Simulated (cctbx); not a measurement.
**Zr3Mn4AlV4 with cctbx, script by script**

Library: cctbx 2025.11. The data are simulated by the first script.

## 1. Simulate the data

run.py:

```python
from cctbx import adptbx, crystal, miller, sgtbx, xray
from cctbx.array_family import flex
from iotbx.shelx import hklf
from scitbx import matrix
import scitbx.random

cs = crystal.symmetry(unit_cell=(5.295, 5.295, 8.259, 90, 90, 120), space_group_symbol='Hall: P 3 -2"')  # P3m1
atoms = [  # label, site, U (iso, or U11 U22 U33 U12 U13 U23 in A^2), occupancy
    ("Zr1", (0, 0, 0.9314), 0.0030, 1),
    ("Zr2", (2/3, 1/3, 0.0644), 0.0037, 1),
    ("Zr3", (2/3, 1/3, 0.4312), 0.0031, 1),
    ("Mn1", (0.9922, 0.4961, 0.7487), 0.0041, 1),
    ("Mn2", (1/3, 2/3, 0.0019), 0.0042, 1),
    ("V1", (0.6749, 0.83745, 0.2545), 0.0036, 1),
    ("V2", (1/3, 2/3, 0.4922), 0.0040, 1),
    ("Al1", (0, 0, 0.5541), 0.0051, 1),
]
xs = xray.structure(crystal_symmetry=cs)
for label, site, u, occ in atoms:
    u = adptbx.u_cif_as_u_star(cs.unit_cell(), u) if isinstance(u, tuple) else u
    xs.add_scatterer(xray.scatterer(label, site=site, u=u, occupancy=occ))
xs.set_inelastic_form_factors(0.71073, "sasaki")
xs.show_summary()
p1 = xs.expand_to_p1()
ms = miller.build_set(p1, anomalous_flag=True, d_min=0.77)
flex.set_random_seed(374490)
scitbx.random.set_random_seed(374490)
ms = ms.select(flex.random_double(ms.size()) < 0.9)
i = ms.structure_factors_from_scatterers(p1, algorithm="direct").f_calc().as_intensity_array().data()
i = i / flex.sqrt(1 + 0.1 * i / flex.max(i))  # extinction
i = i * 5000 / flex.max(i)
sig = flex.sqrt(i + flex.pow2(0.03 * i) + 2 ** 2)
noise = scitbx.random.variate(scitbx.random.normal_distribution())(i.size())
data = ms.array(data=i + sig * noise, sigmas=sig).set_observation_type_xray_intensity()
with open("data.hkl", "w") as f:
    data.export_as_shelx_hklf(f)
print("reflections written:", data.size(), " <I/sigma> = %.1f" % flex.mean(data.data() / data.sigmas()))
for h, a, b in list(data.sort("data"))[:12]:
    print("%4d%4d%4d %9.1f %7.1f" % (h + (a, b)))
```

```console
$ python run.py
```

```text
Number of scatterers: 8
At special positions: 8
Unit cell: (5.295, 5.295, 8.259, 90, 90, 120)
Space group: P 3 m 1 (No. 156)
reflections written: 1620  <I/sigma> = 11.3
   2   2   0    5233.5   165.8
  -2   4   0    5184.5   165.8
  -2  -2   0    4935.8   165.8
  -4   2   0    4882.3   165.8
   4  -2   0    4794.8   165.8
   2  -4   0    4733.7   165.8
  -2   1   2    3217.8   106.7
   1   1   2    3155.7   106.7
  -2   0  -5    3127.4   102.6
   1  -2   2    3105.1   106.7
  -1   2   2    3081.2   106.7
  -2   1  -2    3079.3   106.8
```

Run time: 0.23 s on 1 thread of Arm Neoverse V2, with other jobs on the host, peak memory 0.07 GiB.

## 2. Refinement (refined in the given hand)

run.py:

```python
import math
from cctbx import adptbx, crystal, maptbx, sgtbx, xray
from cctbx.array_family import flex
from cctbx.xray import observations
from iotbx.shelx import hklf
from scitbx.lstbx import normal_eqns_solving
from smtbx import absolute_structure, utils
from smtbx.refinement import constraints, least_squares

cs = crystal.symmetry(unit_cell=(5.295, 5.295, 8.259, 90, 90, 120), space_group_symbol='Hall: P 3 -2"')  # P3m1
atoms = [  # label, site, U (iso, or U11 U22 U33 U12 U13 U23 in A^2), occupancy
    ("Zr1", (0, 0, 0.9352), 0.0200, 1),
    ("Zr2", (2/3, 1/3, 0.0647), 0.0200, 1),
    ("Zr3", (2/3, 1/3, 0.4311), 0.0200, 1),
    ("Mn1", (1.0019, 0.501, 0.7508), 0.0200, 1),
    ("Mn2", (1/3, 2/3, 0.0015), 0.0200, 1),
    ("V1", (0.6671, 0.8335, 0.2544), 0.0200, 1),
    ("V2", (1/3, 2/3, 0.4947), 0.0200, 1),
    ("Al1", (0, 0, 0.5548), 0.0200, 1),
]
xs = xray.structure(crystal_symmetry=cs)
for label, site, u, occ in atoms:
    u = adptbx.u_cif_as_u_star(cs.unit_cell(), u) if isinstance(u, tuple) else u
    xs.add_scatterer(xray.scatterer(label, site=site, u=u, occupancy=occ))
xs.set_inelastic_form_factors(0.71073, "sasaki")
xs.convert_to_anisotropic()
raw = hklf.reader(file_name="data.hkl").as_miller_arrays(crystal_symmetry=cs, anomalous=True)[0]
merged = raw.eliminate_sys_absent().merge_equivalents()
fo2 = merged.array().set_observation_type_xray_intensity()
print("Rint %.3f, %d unique reflections to %.2f A" % (merged.r_int(), fo2.size(), fo2.d_min()))
for sc in xs.scatterers():
    sc.flags.set_grad_site(True)
    sc.flags.set_grad_u_aniso(sc.flags.use_u_aniso())
    sc.flags.set_grad_u_iso(sc.flags.use_u_iso())
obs = fo2.as_xray_observations()
extra = {}
rep = constraints.reparametrisation(xs, [], utils.connectivity_table(xs), **extra)
ls = least_squares.crystallographic_ls(obs, rep, weighting_scheme=least_squares.mainstream_shelx_weighting(a=0, b=0))
print("cycle     R1     wR2    GooF  max shift (A)")
for cycle in range(8):
    ls.build_up()
    r1, wr2, goof = ls.r1_factor(cutoff_factor=2)[0], ls.wR2(), ls.goof()
    old = xs.sites_cart()
    normal_eqns_solving.levenberg_marquardt_iterations(ls, n_max_iterations=3, tau=1e-06, step_threshold=1e-7)
    big = flex.max((xs.sites_cart() - old).norms())
    print("%4d %7.4f %7.4f %7.3f %9.5f" % (cycle + 1, r1, wr2, goof, big))
    ls.build_up(objective_only=True)
    if abs(ls.wR2() - wr2) < 5e-5 and big < 5e-4:
        break
ls.build_up()
print("final R1 %.4f wR2 %.4f GooF %.3f  parameters %d  data/parameter %.1f" % (ls.r1_factor(cutoff_factor=2)[0], ls.wR2(), ls.goof(), ls.n_parameters, fo2.size() / ls.n_parameters))
cov = ls.covariance_matrix_and_annotations()
su = dict(zip(cov.annotations, (math.sqrt(max(v, 0)) for v in cov.matrix.matrix_packed_u_diagonal())))
a2 = cs.unit_cell().reciprocal_parameters()[0] ** -2
print("atom        x        y        z      Ueq    occ   su(xyz)  su(Uiso or U11)")
for sc in xs.scatterers():
    s = max(su.get(sc.label + k, 0) for k in (".x", ".y", ".z"))
    npd = "" if sc.is_positive_definite_u(cs.unit_cell()) else "  NPD"
    print("%-5s %8.5f %8.5f %8.5f %8.4f %6.3f %8.5f %7.4f%s" % ((sc.label,) + sc.site + (sc.u_iso_or_equiv(cs.unit_cell()), sc.occupancy, s, su.get(sc.label + ".uiso", su.get(sc.label + ".u11", 0) * a2), npd)))
fc = fo2.structure_factors_from_scatterers(xs, algorithm="direct").f_calc()
absolute_structure.flack_analysis(xs, fo2.as_xray_observations()).show()
h = absolute_structure.hooft_analysis(fo2, fc, scale_factor=ls.scale_factor())
print("Hooft y: %.3f(%.0f)  Bijvoet pairs: %d" % (h.hooft_y, 1000 * h.sigma_y, h.n_bijvoet_pairs))
fo = fo2.f_sq_as_f()
fc = fo.structure_factors_from_scatterers(xs, algorithm="direct").f_calc()
diff = fo.f_obs_minus_f_calc(1 / math.sqrt(ls.scale_factor()), fc).average_bijvoet_mates()
m = diff.fft_map(symmetry_flags=maptbx.use_space_group_symmetry, resolution_factor=0.25).apply_volume_scaling()
print("difference map: max %.2f min %.2f rms %.2f" % (m.statistics().max(), m.statistics().min(), m.statistics().sigma()))
peaks = m.peak_search(parameters=maptbx.peak_search_parameters(min_distance_sym_equiv=0.6, max_clusters=6)).all()
near = xs.closest_distances(peaks.sites(), distance_cutoff=4)
sps = cs.special_position_settings(min_distance_sym_equiv=0.5)
for k, (x, h) in enumerate(zip(peaks.sites(), peaks.heights())):
    ss = sps.site_symmetry(x)
    print("Q%-3d %7.4f %7.4f %7.4f %4d %7.2f  %.2f A from %s" % ((k + 1,) + tuple(t % 1 for t in ss.exact_site()) + (ss.multiplicity(), h, near.smallest_distances[k], xs.scatterers()[near.i_seqs[k]].label)))
```

```console
$ python run.py
```

```text
Rint 0.037, 401 unique reflections to 0.78 A
cycle     R1     wR2    GooF  max shift (A)
   1  0.1513  0.3116   8.227   0.04495
   2  0.0172  0.0379   1.001   0.00003
final R1 0.0172 wR2 0.0379 GooF 1.001  parameters 30  data/parameter 13.4
atom        x        y        z      Ueq    occ   su(xyz)  su(Uiso or U11)
Zr1    0.00000  0.00000  0.93255   0.0027  1.000  0.00010  0.0003
Zr2    0.66667  0.33333  0.06560   0.0035  1.000  0.00011  0.0003
Zr3    0.66667  0.33333  0.43220   0.0032  1.000  0.00013  0.0003
Mn1    0.99218  0.49609  0.75011   0.0037  1.000  0.00019  0.0004
Mn2    0.33333  0.66667  0.00386   0.0043  1.000  0.00028  0.0004
V1     0.67458  0.83729  0.25588   0.0036  1.000  0.00025  0.0004
V2     0.33333  0.66667  0.49301   0.0035  1.000  0.00030  0.0004
Al1    0.00000  0.00000  0.55540   0.0041  1.000  0.00044  0.0008
Flack x: -0.01(4)
Hooft y: -0.038(50)  Bijvoet pairs: 198
difference map: max 0.48 min -0.60 rms 0.11
Q1    0.6667  0.3333  0.1834    1    0.49  0.97 A from Zr2
Q2    0.3333  0.6667  0.1610    1    0.43  1.30 A from Mn2
Q3    0.0000  0.0000  0.3448    1    0.38  1.66 A from V1
Q4    0.6667  0.3333  0.6757    1    0.38  1.61 A from Mn1
Q5    0.2228  0.4455  0.5899    3    0.35  1.29 A from V2
Q6    0.4562  0.1293  0.9450    6    0.34  1.48 A from Zr2
```

Time: 0.39 s.

## 3. Refinement

run.py, as its changes from the last script of this kind:

```diff
@@ -12,8 +12,8 @@
-    ("Zr1", (0, 0, 0.9352), 0.0200, 1),
-    ("Zr2", (2/3, 1/3, 0.0647), 0.0200, 1),
-    ("Zr3", (2/3, 1/3, 0.4311), 0.0200, 1),
-    ("Mn1", (1.0019, 0.501, 0.7508), 0.0200, 1),
-    ("Mn2", (1/3, 2/3, 0.0015), 0.0200, 1),
-    ("V1", (0.6671, 0.8335, 0.2544), 0.0200, 1),
-    ("V2", (1/3, 2/3, 0.4947), 0.0200, 1),
-    ("Al1", (0, 0, 0.5548), 0.0200, 1),
+    ("Zr1", (0, 0, 0.06745), 0.0030, 1),
+    ("Zr2", (1/3, 2/3, 0.9344), 0.0035, 1),
+    ("Zr3", (1/3, 2/3, 0.5678), 0.0032, 1),
+    ("Mn1", (0.00782, 0.50391, 0.24989), 0.0037, 1),
+    ("Mn2", (2/3, 1/3, 0.99614), 0.0043, 1),
+    ("V1", (0.32542, 0.16271, 0.74412), 0.0036, 1),
+    ("V2", (2/3, 1/3, 0.50699), 0.0035, 1),
+    ("Al1", (0, 0, 0.4446), 0.0041, 1),
```

```console
$ python run.py
```

```text
Rint 0.037, 401 unique reflections to 0.78 A
cycle     R1     wR2    GooF  max shift (A)
   1  0.0247  0.0573   1.514   0.00253
   2  0.0245  0.0564   1.488   0.00000
final R1 0.0245 wR2 0.0564 GooF 1.488  parameters 30  data/parameter 13.4
atom        x        y        z      Ueq    occ   su(xyz)  su(Uiso or U11)
Zr1    0.00000  0.00000  0.06746   0.0026  1.000  0.00015  0.0004
Zr2    0.33333  0.66667  0.93438   0.0034  1.000  0.00017  0.0004
Zr3    0.33333  0.66667  0.56782   0.0035  1.000  0.00020  0.0004
Mn1    0.00783  0.50391  0.24996   0.0039  1.000  0.00028  0.0006
Mn2    0.66667  0.33333  0.99588   0.0041  1.000  0.00042  0.0006
V1     0.32531  0.16266  0.74412   0.0033  1.000  0.00036  0.0007
V2     0.66667  0.33333  0.50730   0.0033  1.000  0.00044  0.0006
Al1    0.00000  0.00000  0.44432   0.0029  1.000  0.00065  0.0012
Flack x: 1.00(4)
Hooft y: 1.053(51)  Bijvoet pairs: 198
difference map: max 0.61 min -0.75 rms 0.12
Q1    0.3333  0.6667  0.8046    1    0.62  1.07 A from Zr2
Q2    0.1305  0.4633  0.0553    6    0.37  1.47 A from Zr2
Q3    0.6667  0.3333  0.8327    1    0.37  1.35 A from Mn2
Q4    0.2480  0.6240  0.3173    3    0.36  1.23 A from Mn1
Q5    0.4552  0.2276  0.4142    3    0.33  1.24 A from V2
Q6    0.0763  0.1526  0.3841    3    0.33  0.86 A from Al1
```

Time: 0.38 s.

This run holds a fault made on purpose: the structure inverted.

## 4. Simulate the data

run.py, as its changes from the last script of this kind:

```diff
@@ -22 +22 @@
-xs.set_inelastic_form_factors(0.71073, "sasaki")
+xs.set_inelastic_form_factors(1.54184, "sasaki")
@@ -25,3 +25,3 @@
-ms = miller.build_set(p1, anomalous_flag=True, d_min=0.77)
-flex.set_random_seed(374490)
-scitbx.random.set_random_seed(374490)
+ms = miller.build_set(p1, anomalous_flag=True, d_min=0.83)
+flex.set_random_seed(679684)
+scitbx.random.set_random_seed(679684)
@@ -30,3 +30,2 @@
-i = i / flex.sqrt(1 + 0.1 * i / flex.max(i))  # extinction
-i = i * 5000 / flex.max(i)
-sig = flex.sqrt(i + flex.pow2(0.03 * i) + 2 ** 2)
+i = i * 40000 / flex.max(i)
+sig = flex.sqrt(i + flex.pow2(0.04 * i) + 8 ** 2)
```

```console
$ python run.py
```

```text
Number of scatterers: 8
At special positions: 8
Unit cell: (5.295, 5.295, 8.259, 90, 90, 120)
Space group: P 3 m 1 (No. 156)
reflections written: 1321  <I/sigma> = 18.3
  -2  -2   0   40928.0  1612.5
   2   2   0   40877.1  1612.5
  -4   2   0   40701.2  1612.5
  -2   4   0   40493.6  1612.5
   2  -4   0   38564.9  1612.5
   4  -2   0   35785.6  1612.5
   2  -1  -2   25083.7   972.7
  -1   2  -2   24979.7   972.7
   1  -2   2   24693.3   963.7
  -1   2   2   24393.9   963.7
  -2   1   2   24332.5   963.7
   0  -2   5   24094.7   901.8
```

Time: 0.22 s.

## 5. Refinement (refined in the given hand)

run.py, as its changes from the last script of this kind:

```diff
@@ -12,8 +12,8 @@
-    ("Zr1", (0, 0, 0.06745), 0.0030, 1),
-    ("Zr2", (1/3, 2/3, 0.9344), 0.0035, 1),
-    ("Zr3", (1/3, 2/3, 0.5678), 0.0032, 1),
-    ("Mn1", (0.00782, 0.50391, 0.24989), 0.0037, 1),
-    ("Mn2", (2/3, 1/3, 0.99614), 0.0043, 1),
-    ("V1", (0.32542, 0.16271, 0.74412), 0.0036, 1),
-    ("V2", (2/3, 1/3, 0.50699), 0.0035, 1),
-    ("Al1", (0, 0, 0.4446), 0.0041, 1),
+    ("Zr1", (0, 0, 0.9322), 0.0200, 1),
+    ("Zr2", (2/3, 1/3, 0.0638), 0.0200, 1),
+    ("Zr3", (2/3, 1/3, 0.4308), 0.0200, 1),
+    ("Mn1", (0.9876, 0.4938, 0.7463), 0.0200, 1),
+    ("Mn2", (1/3, 2/3, -0.0025), 0.0200, 1),
+    ("V1", (0.6807, 0.8403, 0.2582), 0.0200, 1),
+    ("V2", (1/3, 2/3, 0.493), 0.0200, 1),
+    ("Al1", (0, 0, 0.5522), 0.0200, 1),
@@ -25 +25 @@
-xs.set_inelastic_form_factors(0.71073, "sasaki")
+xs.set_inelastic_form_factors(1.54184, "sasaki")
```

```console
$ python run.py
```

```text
Rint 0.032, 333 unique reflections to 0.84 A
cycle     R1     wR2    GooF  max shift (A)
   1  0.1242  0.2899  10.622   0.04184
   2  0.0099  0.0254   0.931   0.00001
final R1 0.0099 wR2 0.0254 GooF 0.931  parameters 30  data/parameter 11.1
atom        x        y        z      Ueq    occ   su(xyz)  su(Uiso or U11)
Zr1    0.00000  0.00000  0.93110   0.0031  1.000  0.00006  0.0002
Zr2    0.66667  0.33333  0.06402   0.0038  1.000  0.00006  0.0002
Zr3    0.66667  0.33333  0.43097   0.0031  1.000  0.00006  0.0001
Mn1    0.99210  0.49605  0.74828   0.0041  1.000  0.00010  0.0003
Mn2    0.33333  0.66667  0.00143   0.0042  1.000  0.00015  0.0003
V1     0.67501  0.83750  0.25424   0.0036  1.000  0.00012  0.0003
V2     0.33333  0.66667  0.49163   0.0039  1.000  0.00019  0.0003
Al1    0.00000  0.00000  0.55374   0.0050  1.000  0.00026  0.0005
Flack x: -0.007(3)
Hooft y: -0.006(7)  Bijvoet pairs: 164
difference map: max 0.30 min -0.41 rms 0.07
Q1    0.3333  0.6667  0.7806    1    0.32  1.59 A from Mn1
Q2    0.2451  0.1225  0.7524    3    0.26  1.76 A from Mn1
Q3    0.3333  0.6667  0.2237    1    0.23  1.59 A from V1
Q4    0.4037  0.2019  0.2377    3    0.21  1.71 A from V1
Q5    0.1323  0.2647  0.4994    3    0.21  1.29 A from Al1
Q6    0.1821  0.5911  0.6589    3    0.19  1.14 A from Mn1
```

Time: 0.39 s.

## 6. Simulate the data

run.py, as its changes from the last script of this kind:

```diff
@@ -26,2 +26,2 @@
-flex.set_random_seed(679684)
-scitbx.random.set_random_seed(679684)
+flex.set_random_seed(245584)
+scitbx.random.set_random_seed(245584)
@@ -29,0 +30,4 @@
+law = matrix.sqr((-1, 0, 0, 0, -1, 0, 0, 0, -1))
+mate = flex.miller_index([tuple(matrix.row(h) * law) for h in ms.indices()])
+i2 = ms.customized_copy(indices=mate).structure_factors_from_scatterers(p1, algorithm="direct").f_calc().as_intensity_array().data()
+i = (1 - 0.15) * i + 0.15 * i2
@@ -31 +35 @@
-sig = flex.sqrt(i + flex.pow2(0.04 * i) + 8 ** 2)
+sig = flex.sqrt(i + flex.pow2(0.015 * i) + 15 ** 2)
```

```console
$ python run.py
```

```text
Number of scatterers: 8
At special positions: 8
Unit cell: (5.295, 5.295, 8.259, 90, 90, 120)
Space group: P 3 m 1 (No. 156)
reflections written: 1316  <I/sigma> = 29.7
   2  -4   0   40602.0   632.6
  -2  -2   0   39997.7   632.6
   4  -2   0   39894.2   632.6
  -4   2   0   39827.1   632.6
   2   2   0   39623.9   632.6
  -2   4   0   39203.7   632.6
   1  -2   2   24603.0   389.4
   2  -1   2   24179.2   389.4
  -1  -1  -2   24148.3   391.8
   1  -2  -2   23884.0   391.8
  -1  -1   2   23852.4   389.4
  -2   1   2   23848.5   389.4
```

Run time: 0.23 s on 1 thread of Arm Neoverse V2, with other jobs on the host, peak memory 0.07 GiB.

[Logs are printed without paths, hosts, clocks, repeated set-up lines and the standing remarks that a program may print on its own settings, such as how far it seeks lower states.]
